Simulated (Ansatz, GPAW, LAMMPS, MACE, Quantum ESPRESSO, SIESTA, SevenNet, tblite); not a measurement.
## Amorphous 35La2O3-65GeO2 (mol %) (96 atoms): runs against a plane-wave reference

Density of this cell: 5.04 g/cm³. The cell holds 96 atoms: 18 La, 17 Ge and 61 O. Its edges and angles: a = 11.582 Å, b = 11.582 Å, c = 11.582 Å, α = 90.0°, β = 90.0°, γ = 90.0°. 96 atoms (18 Nd, 17 Ge, 61 O) placed at random at 5.25 g/cm³, melted at 5000 K for 10 ps at fixed volume with the Morse and Coulomb pair potential with partial charges (Pedone, Malavasi, Menziani, Cormack and Segre, J. Phys. Chem. B 110, 11780 (2006)). Quenched from 5000 K to 300 K at 50 K/ps and fixed volume, held 10 ps at zero pressure, then minimised at fixed cell. Then Nd was replaced by La and the cell scaled by 1.016 (the potential has no terms for the new elements, so the cell is a start for a DFT relaxation).

Geometry: as built.

The reference, a calculation:

- method: Kohn-Sham DFT, PBE, SSSP efficiency 1.3.0 pseudopotentials, plane waves (Quantum ESPRESSO 7.5); sssp-pbe-1.3.0-efficiency, cutoffs 60/480 Ry, Γ point
- r.m.s. force component: 0.7034 eV/Å
- longest force: 2.307 eV/Å
- pressure: 0.941 GPa
- gap (highest filled to lowest empty level): 2.871 eV
- time: 41 min on 1 thread of Arm Neoverse V2, shared host
- CPU time: 41 min

Q: Estimate the differences from the reference, the CPU time and the memory of each run.
- SevenNet l3i5 potential (SevenNet l3i5; 1 thread)
- SIESTA PBE, TZP, shift 0.01 Ry, mesh 500 Ry (SIESTA 5.4.2; 4 MPI ranks)
- MACE MPA-0 medium potential (MACE MPA-0 medium; 1 thread)
- SIESTA PBE, DZP, shift 0.002 Ry, mesh 500 Ry (SIESTA 5.4.2; 4 MPI ranks)
- GPAW PBE, LCAO dzp, h 0.18 Å (GPAW 26.7.0; 1 thread)
- SIESTA PBE, DZP, shift 0.01 Ry, mesh 500 Ry (SIESTA 5.4.2; 2 MPI ranks)
- SevenNet 0 potential (SevenNet 0; 1 thread)
- tblite GFN1-xTB (tblite 0.8.0; 1 thread)

Differences are against the plane-wave reference, forces as r.m.s. over components; share is that over the reference's r.m.s. force, slope the least-squares factor from reference forces to these. Total energies of different programs have different zeros and aren't compared.

```tsv
run	Δ force, r.m.s. (meV/Å)	share (%)	slope	Δ pressure (GPa)	Δ gap (eV)	cores	CPU time	memory (GiB)
reference	-	-	-	-	-	1	41 min	10.0
SevenNet l3i5 potential	53.6	7.62	1.000	-0.574	-	1	11 s	1.4
SIESTA PBE, TZP, shift 0.01 Ry, mesh 500 Ry	268	38.0	1.282	3.14	-0.221	4	12 min	3.8
MACE MPA-0 medium potential	85.1	12.1	1.021	-0.667	-	1	8.4 s	1.0
SIESTA PBE, DZP, shift 0.002 Ry, mesh 500 Ry	346	49.2	1.359	6.78	-0.217	4	19 min	4.7
GPAW PBE, LCAO dzp, h 0.18 Å	480	68.2	1.470	-	-0.0753	1	6.9 min	2.2
SIESTA PBE, DZP, shift 0.01 Ry, mesh 500 Ry	337	47.9	1.351	4.53	-0.201	2	8 min	2.9
SevenNet 0 potential	71.7	10.2	0.962	-0.582	-	1	7.7 s	0.91
tblite GFN1-xTB	800	114	0.208	-7.65	-	1	14 s	0.13
```

Times of the machine-learned potentials are mostly Python's start and the loading of weights.

CPU time is summed over cores on a shared host, where runs went side by side, so it is rough. Symmetry, cutoffs, thresholds, outputs and thread counts weren't matched or tuned between programs; memory under MPI is the largest rank's times the ranks.

The PBE runs in local orbitals differ by 38 % (SIESTA PBE, TZP, shift 0.01 Ry, mesh 500 Ry) to 68 % (GPAW PBE, LCAO dzp, h 0.18 Å); basis, grid and potentials can all enter. Tight binding differs by 114 % (tblite GFN1-xTB); it is another model, with fitted parameters of its own, and the xTB methods hold dispersion. Machine-learned potentials differ by 7.6 % (SevenNet l3i5 potential) to 12 % (MACE MPA-0 medium potential); they were trained on other programs' data. tblite GFN1-xTB needed 129 SCF steps, so its time overstates the method's usual cost. Periodic xTB results under one method name differ between programs and library versions. Machine-learned potentials mimic data converged in k, so the reference's own k-point error enters their differences. The network of bonds at the start is that of the classical potential that made the cell, and needn't be the one that DFT or experiment would give. The electronic-structure runs sample only Γ, in a cell whose shortest periodic width is 12 Å.

[Logs are printed without paths, hosts, clocks, repeated set-up lines and the standing remarks that a program may print on its own settings, such as how far it seeks lower states.]

[Hosts, paths, dates, database ids (printed as entryN), source tags and the programs' standing remarks are cut or masked in the printed files.]
